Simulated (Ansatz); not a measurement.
# Mo wire along [110], 11 atoms a period: bands along the axis, part 2 of 2

Wanted: the relaxed geometry and the bands of the Mo wire along [110], 11 atoms a period.

Ansatz 0.2.0; DFT PBE, plane waves, PAW; relaxation of a wire's period; PAW set soft_1 (the session's first sound run).

So far: Set-up; The relaxed wire.

## Step 2: The relaxed wire (continued)

The steps of the relaxation:

| step | energy less that of the first step (eV) | largest force component (eV/Å) | pressure (GPa) | volume (Å³) |
| --- | --- | --- | --- | --- |
| 1 | 0.0000 | 3.6333 | -6.84 | 660.73 |
| 2 | -2.6108 | 1.2488 | -2.36 | 645.81 |
| 3 | -2.8759 | 1.1292 | 0.78 | 634.92 |
| 4 | -2.9795 | 0.5012 | 0.66 | 619.55 |
| 5 | -3.0729 | 0.2041 | 0.00 | 627.42 |
| 6 | -3.0853 | 0.0488 | -0.08 | 627.05 |
| 7 | -3.0871 | 0.0160 | -0.04 | 625.25 |
| 8* | -3.0847 | 0.0161 | -0.04 | 625.25 |

Relaxation steps marked * repeat the geometry before them on a plane-wave basis chosen anew for their cell, so energy and pressure can jump there.

Forces are held to the 8 operations that the run works with; a distortion that breaks them can't arise in this run.

| cell as run | before | after | change |
| --- | --- | --- | --- |
| c (Å) | 4.469 | 4.229 | -5.4 % |

The atoms that moved most (Å, along periodic axes as changes of fractional coordinates times the final cell, across vacuum about the mean position):

| atom | dx | dy | dz | length |
| --- | --- | --- | --- | --- |
| Mo5 | -0.234 | 0.000 | 0.000 | 0.234 |
| Mo1 | 0.234 | 0.000 | 0.000 | 0.234 |
| Mo8 | 0.000 | -0.204 | 0.000 | 0.204 |
| Mo7 | 0.000 | 0.204 | 0.000 | 0.204 |
| Mo4 | -0.116 | -0.056 | 0.000 | 0.129 |
| Mo11 | -0.116 | 0.056 | 0.000 | 0.129 |
| Mo2 | 0.116 | -0.056 | 0.000 | 0.129 |
| Mo10 | 0.116 | 0.056 | 0.000 | 0.129 |

Numbers from this step:

- energy at zero smearing: -54497.8972 eV
- cell length along the wire: 4.229 Å

The cell's length comes to 4.229 Å with spin left out.

## Step 3: The wire at its relaxed period

This step: DFT PBE, plane waves, PAW; bands of a perfect wire; PAW set soft_1 (Ansatz 0.2.0).

At the relaxed period the bands are computed along the axis; those that cross an energy going forward count the channels that a perfect wire would open there.

The input, input.yaml:

```yaml
crystal:
  lattice:
    - [13.12, 0.0, 0.0]
    - [0.0, 11.269, 0.0]
    - [0.0, 0.0, 4.228942443]
  atoms:
    - { symbol: Mo, position: [0.276945494, 0.499996222, 0.0] }
    - { symbol: Mo, position: [0.388395705, 0.693290035, 0.0] }
    - { symbol: Mo, position: [0.5, 0.499996222, 0.0] }
    - { symbol: Mo, position: [0.611604295, 0.693290035, 0.0] }
    - { symbol: Mo, position: [0.723054506, 0.499996222, 0.0] }
    - { symbol: Mo, position: [0.370176518, 0.499996222, 0.5] }
    - { symbol: Mo, position: [0.5, 0.319804066, 0.5] }
    - { symbol: Mo, position: [0.5, 0.680188378, 0.5] }
    - { symbol: Mo, position: [0.629823482, 0.499996222, 0.5] }
    - { symbol: Mo, position: [0.388395705, 0.306702409, 0.0] }
    - { symbol: Mo, position: [0.611604295, 0.306702409, 0.0] }
kpoints:
  mp_grid: { grid: [1, 1, 19] }
  band_path: { path: ["Γ", Z], npoints: 90 }
scf:
  occupations: { method: fermi_dirac, width: 0.05 }
hamiltonian:
  xc: pbe
  pseudopotentials: { kind: paw, azcp: { folder: soft_1 } }
output:
  dos: { e_range: [-5, 4] }
  write_potential: true
  write_density: true
  volumetric_format: npy
```

On the command line:

```sh
$ ansatz run input.yaml --threads 4 --pin off --max-ram 16384MiB --backend cpu --events-out ev --progress --plain --runs-dir out
```

Numbers of over 12 decimals in the logs are rounded to 6 here.

The log of the run:

```text
[...]
Crystal: 11 atoms, lattice volume = 625.246 Å³
Basis set: ecut = 420 eV, 12157 PW (Γ)
Bands: 93, of which v1, the nominal top of the filled ones, is band 77 counted from 1 (76 counted from 0)
Symmetry: 8 space group operations
[...]
k-points: 10 of 19
[...]
SCF iter   1: F=—  HF=-54510.981084 eV  |F-HF|=—  |Δ(HF+E_count)|=         —  Δρ=5.59e-2  dr2=8.00e1  ethr=3.10e-3  ⟨swp⟩=10.7  Hψ=4633  notcnv=0
[...]
SCF iter  14: F=-54497.948988 eV  HF=-54497.948988 eV  |F-HF|=4.45e-9  |Δ(HF+E_count)|=   6.53e-9  Δρ=1.38e-6  dr2=1.88e-8  ethr=6.49e-11  ⟨swp⟩=2.9  Hψ=1806  notcnv=0
SCF 1 converged in 14 iterations: F = -54497.948988 eV  dr2 = 1.88e-8
[...]
NSCF: frozen V_eff on 91 k-points
WARN: The output density's exchange-correlation potential varies sharply where the density is thin. Do not read a vacuum level from v_tot or v_xc, or from such a field of the output density. On a cell that repeats whose density bears no net charge and no dipole along the vacuum's axis use v_es (v_loc + v_h of the components); under efield.dipole_correction with no amplitude use v_es + v_field, which holds any externa [...]
SCF converged after 14 iterations
Free energy (F): -54497.948988 eV
[...]
Internal energy: -54497.849704 eV  (E = F + TS)
E sigma→0 (E₀):  -54497.899346 eV
Entropy (-TS):   -0.099284 eV (-9.026 meV/atom)
Fermi energy:    3.404893 eV
[...]
--- Band table (eV; the first three rows and the last of 10) ---
  k-point 0: bands = [... 73 lower, 2.5389, 2.6133, 2.8315, 3.1077, 3.3724, 3.4168, 3.4814, 3.8427, ... 12 higher]
  k-point 1: bands = [... 73 lower, 2.5045, 2.7480, 2.8582, 3.1283, 3.3994, 3.4295, 3.4820, 3.8247, ... 12 higher]
  k-point 2: bands = [... 73 lower, 2.4157, 2.9008, 2.9252, 3.1733, 3.4601, 3.4718, 3.4888, 3.7925, ... 12 higher]
  k-point 9: bands = [... 73 lower, 2.8299, 2.9069, 3.0375, 3.3150, 3.5676, 3.6238, 3.7530, 3.8733, ... 12 higher]
```

It took 72 s on 4 threads of Arm Neoverse V1, shared host; peak memory 2.9 GiB; 4.8 min of CPU time.

Reading the cycles: dr2 is the Hartree energy of the density residual (eV), the measure of convergence; HF is the Harris–Foulkes estimate of the energy, which meets the free energy F at convergence.

This step gave:

```yaml
energy_at_zero_smearing: -54497.8993 eV
band_gap: 0 eV
```

The electronic bands at the labelled points (eV, zero at the Fermi level):

| point | band 74 | band 75 | band 76 | band 77 | band 78 | band 79 | band 80 | band 81 |
| --- | --- | --- | --- | --- | --- | --- | --- | --- |
| Γ | -0.87 | -0.79 | -0.57 | -0.30 | -0.03 | 0.01 | 0.08 | 0.44 |
| halfway | -0.33 | -0.33 | -0.12 | -0.11 | 0.17 | 0.20 | 0.38 | 0.40 |
| Z | -0.59 | -0.54 | -0.41 | -0.09 | 0.16 | 0.22 | 0.35 | 0.47 |

Between Γ and Z the bands cross the Fermi level 3 times, so a perfect wire would conduct at least 3 G₀, with spin left out.

## Step 4: Results

```
cell length, PBE                                            : 4.229 Å
ballistic conductance by band crossings, a lower bound, PBE : 3 G₀
```

What this shows: Under PBE the cell's length is 4.23 Å, and the bands cross the Fermi level 3 times between Γ and Z, which gives a perfect wire at least 3 G₀ (opposite crossings within one step of the path cancel in such a count). No spin was allowed, though thin wires with open d shells can turn magnetic.

[Logs are printed without paths, hosts, clocks, repeated set-up lines and the standing remarks that a program may print on its own settings, such as how far it seeks lower states.]

[Hosts, paths, dates, database ids (printed as entryN), source tags and the programs' standing remarks are cut or masked in the printed files.]
